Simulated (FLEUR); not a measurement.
**MnPt3: energy against a fixed spin moment**

How stiff is the moment of MnPt3, and are there other minima?

Method: LDA (VWN); all-electron FLAPW, Dirac cores, scalar-relativistic bands, in FLEUR MaX-R8.1.

### 1. Starting point

It takes space group Pm-3m (No. 221, cubic). The conventional cell has a = 3.900 Å, b = 3.900 Å, c = 3.900 Å, α = 90.00°, β = 90.00°, γ = 90.00°. Mn has 12 Pt at 2.76 Å nearest. Nearest to Pt lie 4 Mn at 2.76 Å and 8 Pt at 2.76 Å. Farther neighbours are not listed.

The settings of this session are cheaper than careful work needs (see the inputs), so it shows what such settings give, not the properties of the crystal.

### 2. The free run

The free run tells which range of moments is worth scanning.

inpgen writes inp.xml from crystal.txt; cutoffs, mixing, functional, smearing and local orbitals are then set in the file. The k list default-1 (kpts.xml, not shown) is a Γ-centred 4×4×4 mesh; where the ranks do not divide the number of points, some are split in two of half the weight.

Contents of inp.xml:

```
<?xml version="1.0" encoding="UTF-8" standalone="no"?>
<fleurInput fleurInputVersion="0.39">
   <comment>
      MnPt3
   </comment>
   <calculationSetup>
      <cutoffs Kmax="3.6" Gmax="10.8" GmaxXC="10.8" numbands="0"/>
      <scfLoop itmax="90" minDistance="0.00002" maxIterBroyd="15" imix="Anderson" alpha="0.05" precondParam="0.0" spinf="2.0" sdNocoIR="T"/>
      <coreElectrons ctail="T" frcor="F" kcrel="1" coretail_lmax="0"/>
      <xcFunctional name="vwn" relativisticCorrections="F"/>
      <magnetism jspins="2"/>
      <soc l_soc="F" theta="0.0" phi="0.0" spav="F"/>
      <expertModes spex="0" secvar="F"/>
      <geometryOptimization l_f="F" forcealpha="1.0" forcemix="BFGS" epsdisp="0.00001" epsforce="0.00001"/>
      <ldaU l_linMix="F" mixParam="0.05" spinf="1.0"/>
   </calculationSetup>
   <cell>
      <bzIntegration valenceElectrons="63.0" mode="hist" fermiSmearingEnergy="0.00293995">
         <kPointListSelection listName="default-1"/>
         <xi:include xmlns:xi="http://www.w3.org/2001/XInclude" href="kpts.xml"> </xi:include>
      </bzIntegration>
      <xi:include xmlns:xi="http://www.w3.org/2001/XInclude" href="sym.xml"> </xi:include>
      <bulkLattice scale="1.0">
         <bravaisMatrix>
            <row-1>    7.3699318859399998     0.0000000000000000     0.0000000000000000</row-1>
            <row-2>    0.0000000000000000     7.3699318859399998     0.0000000000000000</row-2>
            <row-3>    0.0000000000000000     0.0000000000000000     7.3699318859399998</row-3>
         </bravaisMatrix>
      </bulkLattice>
   </cell>
   <atomSpecies>
      <species name="Manganese 3.500" element="Mn" atomicNumber="25">
         <mtSphere radius="2.54" gridPoints="839" logIncrement="0.015"/>
         <atomicCutoffs lmax="6" lnonsphr="4"/>
         <electronConfig flipSpins="F">
            <coreConfig>(1s1/2) (2s1/2) (2p1/2) (2p3/2)</coreConfig>
            <valenceConfig>(3s1/2) (3p1/2) (3p3/2) (4s1/2) (3d3/2) (3d5/2)</valenceConfig>
            <stateOccupation state="(3d3/2)" spinUp="1.25" spinDown="0.75"/>
            <stateOccupation state="(3d5/2)" spinUp="3.0" spinDown="0.0"/>
         </electronConfig>
         <energyParameters s="4" p="4" d="3" f="4"/>
         <lo type="SCLO" l="0" n="3" eDeriv="0"/>
         <lo type="SCLO" l="1" n="3" eDeriv="0"/>
      </species>
      <species name="Platinum (Pt)" element="Pt" atomicNumber="78">
         <mtSphere radius="2.54" gridPoints="839" logIncrement="0.016"/>
         <atomicCutoffs lmax="6" lnonsphr="4"/>
         <electronConfig flipSpins="F">
            <coreConfig>(1s1/2) (2s1/2) (2p1/2) (2p3/2) (3s1/2) (3p1/2) (3p3/2) (4s1/2) (3d3/2) (3d5/2) (4p1/2) (4p3/2) (5s1/2) (4d3/2) (4d5/2) (4f5/2) (4f7/2)</coreConfig>
            <valenceConfig>(5p1/2) (5p3/2) (6s1/2) (5d3/2) (5d5/2)</valenceConfig>
            <stateOccupation state="(6s1/2)" spinUp="0.500000" spinDown="0.500000"/>
            <stateOccupation state="(5d3/2)" spinUp="1.800000" spinDown="1.800000"/>
            <stateOccupation state="(5d5/2)" spinUp="2.700000" spinDown="2.700000"/>
         </electronConfig>
         <energyParameters s="6" p="6" d="5" f="5"/>
         <lo type="SCLO" l="1" n="5" eDeriv="0"/>
      </species>
   </atomSpecies>
   <atomGroups>
      <atomGroup species="Manganese 3.500">
         <relPos label="                   1">.0000000000 .0000000000 .0000000000</relPos>
         <force calculate="T" relaxXYZ="TTT"/>
      </atomGroup>
      <atomGroup species="Platinum (Pt)">
         <relPos label="                   2">.0000000000 1.000/2.000 1.000/2.000</relPos>
         <relPos label="                   3">1.000/2.000 .0000000000 1.000/2.000</relPos>
         <relPos label="                   4">1.000/2.000 1.000/2.000 .0000000000</relPos>
         <force calculate="T" relaxXYZ="TTT"/>
      </atomGroup>
   </atomGroups>
   <output dos="F" band="F" slice="F">
      <bandDOS minEnergy="-.5*Htr" maxEnergy="0.5*Htr" sigma="0.015" storeEVData="T"/>
      <plotting iplot="0" polar="F">
         <plot TwoD="T" vec1="  1.0  0.0  0.0" vec2="  0.0  1.0  0.0" vec3="  0.0  0.0  1.0" zero="  0.0  0.0  0.0" file="plot"/>
      </plotting>
      <moessbauerParams electricFieldGradient="F" isomerShift="F" coreHyperfine="F" valenceHyperfine="F"/>
   </output>
</fleurInput>
```

Contents of crystal.txt:

```
MnPt3
&input film=F cartesian=F /
3.90000000000  0.00000000000  0.00000000000
0.00000000000  3.90000000000  0.00000000000
0.00000000000  0.00000000000  3.90000000000
1.8897261246
1.0 1.0 1.0

4
25 0.00000000000  0.00000000000  0.00000000000 : 3.500
78 0.00000000000  0.50000000000  0.50000000000
78 0.50000000000  0.00000000000  0.50000000000
78 0.50000000000  0.50000000000  0.00000000000

&kpt div1=4 div2=4 div3=4 gamma=T /
```

Run with:

```bash
> OMP_NUM_THREADS=1 inpgen -f crystal.txt > inpgen.log  # inp.xml is then edited as shown
> OMP_NUM_THREADS=1 mpirun -n 4 fleur_MPI > fleur.log
```

The program printed:

```text
Welcome to FLEUR        (www.flapw.de)
      MaX-Release 8.1          (www.max-centre.eu)

 ========== k-point set info ==========
 Selected k-point list: default-1
 k-point list type: mesh
 0 x 0 x 0
 Number of k points: 12

 ------------Calculation Setup---------------------------
 Number of MPI-tasks      :            4
 Number of PE/node        :            4
 Number of OMP-threads    :            1
 k-points in parallel     :            4
 pe's per k-point         :            1
 No of k-point loops      :            3
 Eigenvalue solver        :       lapack
 Number of basis functions:          348
 Approximate size of matrices (H+S) per k-point:         0.002 GB
 --------------------------------------------------------
 [... lines of the core solver left out ...]
 Iteration:     1   Distance:      32.05573450 me/bohr^3
 [... lines of the core solver left out ...]
 Iteration:     2   Distance:      16.00631687 me/bohr^3
 [... lines of the core solver left out ...]
[... rest left out ...]

--- out.xml (last complete iteration) ---
<iteration numberForCurrentRun="   26" overallNumber="   26">
         <energyParameters units="Htr">
            <atomicEP atomType="1" spin="1" branch="4s" branchLowest="-2.51" branchHighest="1.52" value="0.3082086834"/>
            <atomicEP atomType="1" spin="1" branch="4p" branchLowest="-1.37" branchHighest="2.02" value="0.4417198138"/>
            <atomicEP atomType="1" spin="1" branch="3d" branchLowest="-9.99" branchHighest="0.44" value="0.3467273221"/>
            <atomicEP atomType="1" spin="1" branch="4f" branchLowest="-9.99" branchHighest="3.01" value="0.7540827382"/>
            <loAtomicEP atomType="1" spin="1" branch="3s" branchLowest="-26.61" branchHighest="-2.51" value="-2.5182162803"/>
            <loAtomicEP atomType="1" spin="1" branch="3p" branchLowest="-22.47" branchHighest="-1.37" value="-1.3826897967"/>
            <atomicEP atomType="2" spin="1" branch="6s" branchLowest="-3.19" branchHighest="1.51" value="0.2472128869"/>
            <atomicEP atomType="2" spin="1" branch="6p" branchLowest="-1.48" branchHighest="2.40" value="0.4157494052"/>
            <atomicEP atomType="2" spin="1" branch="5d" branchLowest="-10.70" branchHighest="0.55" value="0.3214627316"/>
            <atomicEP atomType="2" spin="1" branch="5f" branchLowest="-2.04" branchHighest="2.53" value="0.7066573817"/>
            <loAtomicEP atomType="2" spin="1" branch="5p" branchLowest="-18.49" branchHighest="-1.48" value="-1.5494741810"/>
            <atomicEP atomType="1" spin="2" branch="4s" branchLowest="-2.37" branchHighest="1.61" value="0.3331710759"/>
            <atomicEP atomType="1" spin="2" branch="4p" branchLowest="-1.23" branchHighest="2.10" value="0.4605165297"/>
            <atomicEP atomType="1" spin="2" branch="3d" branchLowest="-9.99" branchHighest="0.58" value="0.4501218513"/>
            <atomicEP atomType="1" spin="2" branch="4f" branchLowest="-9.99" branchHighest="3.10" value="0.7676109019"/>
            <loAtomicEP atomType="1" spin="2" branch="3s" branchLowest="-26.55" branchHighest="-2.37" value="-2.3782670447"/>
            <loAtomicEP atomType="1" spin="2" branch="3p" branchLowest="-22.42" branchHighest="-1.23" value="-1.2467430650"/>
            <atomicEP atomType="2" spin="2" branch="6s" branchLowest="-3.19" branchHighest="1.51" value="0.2474245386"/>
            <atomicEP atomType="2" spin="2" branch="6p" branchLowest="-1.48" branchHighest="2.41" value="0.4153951718"/>
            <atomicEP atomType="2" spin="2" branch="5d" branchLowest="-10.70" branchHighest="0.55" value="0.3246887444"/>
            <atomicEP atomType="2" spin="2" branch="5f" branchLowest="-2.04" branchHighest="2.53" value="0.7061410053"/>
            <loAtomicEP atomType="2" spin="2" branch="5p" branchLowest="-18.49" branchHighest="-1.48" value="-1.5448011843"/>
         </energyParameters>
         <bandgap value="0.0022228248" units="eV"/>
         <sumValenceSingleParticleEnergies value="-28.5823393346" units="Htr"/>
         <FermiEnergy value="0.4251584344" units="Htr"/>
         <valenceDensity>
            <mtCharges spin="1">
               <mtCharge atomType="1" total="8.9170538" s="1.2157140" p="3.2501934" d="4.4090015" f="0.0313798"/>
               <mtCharge atomType="2" total="7.4504332" s="0.2711320" p="3.2092362" d="3.9277497" f="0.0326404"/>
            </mtCharges>
            <mtCharges spin="2">
               <mtCharge atomType="1" total="5.2410882" s="1.1973619" p="3.2137146" d="0.7898485" f="0.0297834"/>
               <mtCharge atomType="2" total="7.2668699" s="0.2827489" p="3.2214223" d="3.7266309" f="0.0277973"/>
            </mtCharges>
            <spinDependentCharge spin="1" total="33.6254144" interstitial="2.3570609" mtSpheres="31.2683535"/>
            <spinDependentCharge spin="2" total="29.3745856" interstitial="2.3328878" mtSpheres="27.0416978"/>
            <totalCharge value="63.0000000000"/>
         </valenceDensity>
         <allElectronCharges>
            <spinDependentCharge spin="1" total="131.6254312" interstitial="2.3582985" mtSpheres="129.2671327"/>
            <spinDependentCharge spin="2" total="127.3745688" interstitial="2.3341258" mtSpheres="125.0404430"/>
            <totalCharge value="258.9999999607"/>
         </allElectronCharges>
         <magneticMomentsInMTSpheres units="muBohr">
            <globalMagMoment atomType="1" vec="0.00000   0.00000   3.67598"/>
            <localMagMoment atomType="1" vec="0.00000   0.00000   3.67598"/>
            <globalMagMoment atomType="2" vec="0.00000   0.00000   0.18357"/>
            <localMagMoment atomType="2" vec="0.00000   0.00000   0.18357"/>
         </magneticMomentsInMTSpheres>
         <moessbauerParams unitsHFF="kG" unitsIS="e/bohr^3" unitsEFG="Htr/bohr^2">
         </moessbauerParams>
         <totalEnergy value="   -56466.0311613613" units="Htr">
            <sumOfEigenvalues value="   -34629.1432426354">
               <coreElectrons value="-34600.5609033008"/>
               <valenceElectrons value="-28.5823393346"/>
            </sumOfEigenvalues>
            <densityCoulombPotentialIntegral value="-97629.5242421577"/>
            <densityEffectivePotentialIntegral value="-99077.8264519830"/>
            <chargeDenXCDenIntegral value="-1091.1317675721"/>
            <FockExchangeEnergyValence value="0.0000000000"/>
            <FockExchangeEnergyCore value="0.0000000000"/>
            <atomTypeDependentContributions atomType="1">
               <electronNucleiInteractionDifferentMTs value="1380.8691052885"/>
               <MadelungTerm value="-9.7802588702"/>
            </atomTypeDependentContributions>
            <atomTypeDependentContributions atomType="2">
               <electronNucleiInteractionDifferentMTs value="69507.9385236210"/>
               <MadelungTerm value="-110.2325942783"/>
            </atomTypeDependentContributions>
            <tkbTimesEntropy value="0.0036106704"/>
            <freeEnergy value="-56466.0347720317"/>
            <extrapolationTo0K value="-56466.0329666965"/>
         </totalEnergy>
         <densityConvergence units="me/bohr^3">
            <chargeDensity spin="1" distance="0.0000048397"/>
            <chargeDensity spin="2" distance="0.0000042975"/>
            <overallChargeDensity distance="0.0000022234"/>
            <spinDensity distance="0.0000088791"/>
         </densityConvergence>
      </iteration>
```

Elapsed: 20 s, on 4 MPI ranks of Arm Neoverse N1, shared host; peak memory 0.18 GiB.

Spin moment in the muffin-tin sphere by atom:

| atom | spin moment in the muffin-tin sphere (μB) |
| --- | --- |
| Mn1 | 3.68 |
| Pt2 | 0.18 |
| Pt3 | 0.18 |
| Pt4 | 0.18 |

Numbers from this step:

```yaml
free_energy: -1536519.0820 eV
program_s_band_gap_on_this_mesh_in_a_metal_only_a_level_spacing: 0.002223 eV
magnetization: 4.251 μB
final_state: ferromagnetic
```

After 26 cycles the largest moment stands at 3.68 μB.

### 3. No spin polarisation

Changes to inp.xml since step 2:

```diff
@@ -10,3 +10,3 @@
       <xcFunctional name="vwn" relativisticCorrections="F"/>
-      <magnetism jspins="2"/>
+      <magnetism jspins="1"/>
       <soc l_soc="F" theta="0.0" phi="0.0" spav="F"/>
@@ -31,3 +31,3 @@
    <atomSpecies>
-      <species name="Manganese 3.500" element="Mn" atomicNumber="25">
+      <species name="Manganese (Mn)" element="Mn" atomicNumber="25">
          <mtSphere radius="2.54" gridPoints="839" logIncrement="0.015"/>
@@ -37,4 +37,4 @@
             <valenceConfig>(3s1/2) (3p1/2) (3p3/2) (4s1/2) (3d3/2) (3d5/2)</valenceConfig>
-            <stateOccupation state="(3d3/2)" spinUp="1.25" spinDown="0.75"/>
-            <stateOccupation state="(3d5/2)" spinUp="3.0" spinDown="0.0"/>
+            <stateOccupation state="(3d3/2)" spinUp="1.000000" spinDown="1.000000"/>
+            <stateOccupation state="(3d5/2)" spinUp="1.500000" spinDown="1.500000"/>
          </electronConfig>
@@ -59,3 +59,3 @@
    <atomGroups>
-      <atomGroup species="Manganese 3.500">
+      <atomGroup species="Manganese (Mn)">
          <relPos label="                   1">.0000000000 .0000000000 .0000000000</relPos>
```

Changes to crystal.txt since step 2:

```diff
@@ -9,3 +9,3 @@
 4
-25 0.00000000000  0.00000000000  0.00000000000 : 3.500
+25 0.00000000000  0.00000000000  0.00000000000
 78 0.00000000000  0.50000000000  0.50000000000
```

The program printed:

```text
[banner, memory and clock lines left out]
Welcome to FLEUR        (www.flapw.de)
      MaX-Release 8.1          (www.max-centre.eu)

 ========== k-point set info ==========
 Selected k-point list: default-1
 k-point list type: mesh
 0 x 0 x 0
 Number of k points: 12

 [... set-up left out ...]
 Iteration:     1   Distance:       0.00000000 me/bohr^3

 ********************************************************************
 Run finished successfully
 Stop message:
   all done
 ********************************************************************
```

The job ended after 1.2 s (4 MPI ranks; peak memory 0.07 GiB).

The run ended without a usable result.

### 4. Moment fixed at 4.304 μB

Two Fermi energies hold the total moment; the run starts from the free run's density.

Changes to inp.xml since step 3:

```diff
@@ -10,3 +10,3 @@
       <xcFunctional name="vwn" relativisticCorrections="F"/>
-      <magnetism jspins="1"/>
+      <magnetism jspins="2" fixed_moment="4.304"/>
       <soc l_soc="F" theta="0.0" phi="0.0" spav="F"/>
@@ -31,3 +31,3 @@
    <atomSpecies>
-      <species name="Manganese (Mn)" element="Mn" atomicNumber="25">
+      <species name="Manganese 3.500" element="Mn" atomicNumber="25">
          <mtSphere radius="2.54" gridPoints="839" logIncrement="0.015"/>
@@ -37,4 +37,4 @@
             <valenceConfig>(3s1/2) (3p1/2) (3p3/2) (4s1/2) (3d3/2) (3d5/2)</valenceConfig>
-            <stateOccupation state="(3d3/2)" spinUp="1.000000" spinDown="1.000000"/>
-            <stateOccupation state="(3d5/2)" spinUp="1.500000" spinDown="1.500000"/>
+            <stateOccupation state="(3d3/2)" spinUp="1.25" spinDown="0.75"/>
+            <stateOccupation state="(3d5/2)" spinUp="3.0" spinDown="0.0"/>
          </electronConfig>
@@ -59,3 +59,3 @@
    <atomGroups>
-      <atomGroup species="Manganese (Mn)">
+      <atomGroup species="Manganese 3.500">
          <relPos label="                   1">.0000000000 .0000000000 .0000000000</relPos>
```

Run with:

```bash
> OMP_NUM_THREADS=1 mpirun -n 4 fleur_MPI > fleur.log
```

The program printed:

```text
[banner, memory and clock lines left out]
Welcome to FLEUR        (www.flapw.de)
      MaX-Release 8.1          (www.max-centre.eu)

 ========== k-point set info ==========
 Selected k-point list: default-1
 k-point list type: mesh
 0 x 0 x 0
 Number of k points: 12

 [... set-up left out ...]
 Iteration:     1   Distance:       0.26381241 me/bohr^3
 [... lines of the core solver left out ...]
 Iteration:     2   Distance:       0.24433550 me/bohr^3
 [... lines of the core solver left out ...]
[... rest left out ...]

--- out.xml (last complete iteration) ---
<iteration numberForCurrentRun="   14" overallNumber="   40">
         [... left out ...]
         <bandgap value="0.0062979501" units="eV"/>
         <sumValenceSingleParticleEnergies value="-13.8384688879" units="Htr"/>
         <bandgap value="0.0000000000" units="eV"/>
         <sumValenceSingleParticleEnergies value="-28.5777960440" units="Htr"/>
         <FermiEnergy value="0.4246298642" units="Htr"/>
         <FixedTotalMoment fermiEnergyUp="0.4254037608" fermiEnergyDown="0.4246298642" units="Htr"/>
         [... left out ...]
         <magneticMomentsInMTSpheres units="muBohr">
            <globalMagMoment atomType="1" vec="0.00000   0.00000   3.68424"/>
            <globalMagMoment atomType="2" vec="0.00000   0.00000   0.19764"/>
         </magneticMomentsInMTSpheres>
         [... left out ...]
         <totalEnergy value="   -56466.0311784653" units="Htr">
            <sumOfEigenvalues value="   -34629.1292875114">
               <coreElectrons value="-34600.5514914674"/>
               <valenceElectrons value="-28.5777960440"/>
            </sumOfEigenvalues>
         [... left out ...]
            <freeEnergy value="-56466.0347497798"/>
            <extrapolationTo0K value="-56466.0329641225"/>
         </totalEnergy>
         <densityConvergence units="me/bohr^3">
            <chargeDensity spin="1" distance="0.0000020898"/>
            <chargeDensity spin="2" distance="0.0000016887"/>
            <overallChargeDensity distance="0.0000020664"/>
            <spinDensity distance="0.0000031887"/>
         </densityConvergence>
      </iteration>
```

Wall time 11 s (4 MPI ranks); peak memory 0.18 GiB.

This step gave:

* magnetization: 4.304 μB

Its energy lies +0.6 meV a cell from the free run's.

### 5. Moment fixed at 3.587 μB

Changes to inp.xml since step 4:

```diff
@@ -10,3 +10,3 @@
       <xcFunctional name="vwn" relativisticCorrections="F"/>
-      <magnetism jspins="2" fixed_moment="4.304"/>
+      <magnetism jspins="2" fixed_moment="3.587"/>
       <soc l_soc="F" theta="0.0" phi="0.0" spav="F"/>
```

The program printed:

```text
[banner, memory and clock lines left out]
Welcome to FLEUR        (www.flapw.de)
      MaX-Release 8.1          (www.max-centre.eu)

 ========== k-point set info ==========
 Selected k-point list: default-1
 k-point list type: mesh
 0 x 0 x 0
 Number of k points: 12

 [... set-up left out ...]
 Iteration:     1   Distance:       3.42628139 me/bohr^3
 [... lines of the core solver left out ...]
 Iteration:     2   Distance:       3.19316299 me/bohr^3
 [... lines of the core solver left out ...]
[... rest left out ...]

--- out.xml (last complete iteration) ---
[...]
<sumOfEigenvalues value="   -34629.0968787939">
               <coreElectrons value="-34600.4879598990"/>
               <valenceElectrons value="-28.6089188948"/>
            </sumOfEigenvalues>
         [... left out ...]
            <freeEnergy value="-56466.0327553140"/>
            <extrapolationTo0K value="-56466.0310112187"/>
         </totalEnergy>
         <densityConvergence units="me/bohr^3">
            <chargeDensity spin="1" distance="0.0000080609"/>
            <chargeDensity spin="2" distance="0.0000078874"/>
            <overallChargeDensity distance="0.0000119032"/>
            <spinDensity distance="0.0000106157"/>
         </densityConvergence>
      </iteration>
```

It took 13 s on 4 MPI ranks; peak memory 0.18 GiB; 53 s of CPU time.

This step gave:

| Quantity | Value |
| --- | --- |
| magnetization | 3.587 μB |

Its energy lies +54.9 meV a cell from the free run's.

(Part 1 of 2 ends here.)

[Logs and program files are shortened in this print: banners, set-up blocks, solver, clock and traceback lines can be left out without a mark of their own.]

[Logs are printed without paths, hosts, clocks, repeated set-up lines and the standing remarks that a program may print on its own settings, such as how far it seeks lower states.]

[Hosts, paths, dates, database ids (printed as entryN), source tags and the programs' standing remarks are cut or masked in the printed files.]

[Where a cell is said to come from a database of computed structures, the database is the Materials Project.]
